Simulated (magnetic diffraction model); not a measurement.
**ErOs2Pb2 below its ordering temperature**

Space group I4/mmm (no. 139), a = 4.5370 Å, c = 11.3420 Å.

| site | atom | x | y | z |
| --- | --- | --- | --- | --- |
| 4e | Pb | 1/2 | 1/2 | 0.1268 |
| 4d | Os | 1/2 | 0 | 1/4 |
| 2a | Er | 0 | 0 | 0 |

The compound is invented for this exercise: a known structure type with other elements, its cell scaled to their sizes and not relaxed.

Only Er is taken to order (form factors of Er3+); orders and moment sizes are assumed, and not adapted to the symmetry. Radiation: neutrons of λ = 1.8 Å, 3° to 70°; isotropic B of 0.17 Å² (Pb), 0.24 Å² (Os) and 0.18 Å² (Er). The intensities are simulated: I ∝ L Σ (|F_N|² + |F_M⊥|²) for unpolarised neutrons, with F_M = 2.695 fm/μB × Σ f(s) S exp(2πi Q·r) exp(−B s²) at Q = H ± k (one set where k and −k are equivalent), only the part normal to Q counting and L = 1/(sin²θ cos θ). For collinear order S is the moment m, which repeats by lattice and centring translations R with the sign exp(−2πi k·R). Form factors are spin-only for 3d ions and dipole or tabulated for f ions, scattering lengths are Sears's of 1992, and absorption is left out. A label names one of the reflections at its angle. The strongest nuclear line in the range is 100, and lines under 0.2 are left out.

Above the ordering temperature:

| 2θ (°) | index | I |
| --- | --- | --- |
| 18.26 | (0 0 2) | 23.8 |
| 24.67 | (1 0 1) | 7.7 |
| 32.58 | (1 1 0) | 2.2 |
| 36.10 | (1 0 3) | 60.6 |
| 37.01 | (0 0 4) | 3.3 |
| 37.61 | (1 1 2) | 100.0 |
| 46.75 | (2 0 0) | 94.3 |
| 50.13 | (1 1 4) | 76.0 |
| 50.59 | (2 0 2) | 14.0 |
| 52.66 | (1 0 5) | 27.6 |
| 53.56 | (2 1 1) | 3.8 |
| 56.86 | (0 0 6) | 2.2 |
| 60.45 | (2 1 3) | 49.7 |
| 61.07 | (2 0 4) | 5.6 |
| 67.09 | (1 1 6) | 42.2 |
| 68.26 | (2 2 0) | 51.2 |

Below it (cell unchanged):

```
2θ (°)      I
  9.10  145.1
 18.26   23.8
 22.88   21.8
 24.67    7.7
 27.54   14.6
 29.43   35.2
 32.58    2.2
 33.90   19.9
 36.10   60.6
 37.01    3.3
 37.61  100.0
 43.18   15.2
 43.96   17.6
 46.75   94.3
 46.75    4.4
 47.73    8.8
 50.13   76.0
 50.59   14.0
 52.66    6.7
 52.66   27.6
 53.56    3.8
 55.12    7.5
 56.21   12.7
 56.86    2.2
 58.15    8.7
 60.45   49.7
 61.07    5.6
 62.10    8.2
 66.11   10.2
 67.09   42.2
 67.48    1.8
 68.26   51.2
 68.26    5.3
 69.03    3.5
```

**Question.** Find the propagation vector, then choose among these models:
A. collinear moments along [001], 6.5 μB on Er
B. collinear moments along [110], 6.5 μB on Er
C. collinear moments along [101], 6.5 μB on Er

The new lines index as (0 0 1) at 9.10°, (1 0 0) at 22.88°, (0 0 3) at 27.54° and (1 0 2) at 29.43°, that is as H ± k with k = (0 0 1). The indices are whole but break the lattice centring, so the moments reverse under a centring translation, those with k·t a half-integer.

Magnetic intensity, observed (below minus above) and for each model:

| 2θ (°) | index | observed | A | B | C |
| --- | --- | --- | --- | --- | --- |
| 9.10 | (0 0 1) | 145.1 | <0.2 | 145.1 | 20.0 |
| 22.88 | (1 0 0) | 21.8 | 43.6 | 21.8 | 40.6 |
| 27.54 | (0 0 3) | 14.6 | <0.2 | 14.6 | 2.0 |
| 33.90 | (1 1 1) | 19.9 | 34.4 | 19.9 | 32.4 |
| 43.96 | (1 0 4) | 17.6 | 5.8 | 17.6 | 7.4 |
| 47.73 | (2 0 1) | 8.8 | 16.2 | 8.8 | 15.2 |
| 56.21 | (2 1 2) | 12.7 | 20.1 | 12.7 | 19.1 |
| 62.10 | (0 1 6) | 8.2 | 1.3 | 8.2 | 2.3 |

Model B matches.

The structure used: k = (0 0 1), collinear moments along [110], 6.5 μB on Er.

[Logs are printed without paths, hosts, clocks, repeated set-up lines and the standing remarks that a program may print on its own settings, such as how far it seeks lower states.]
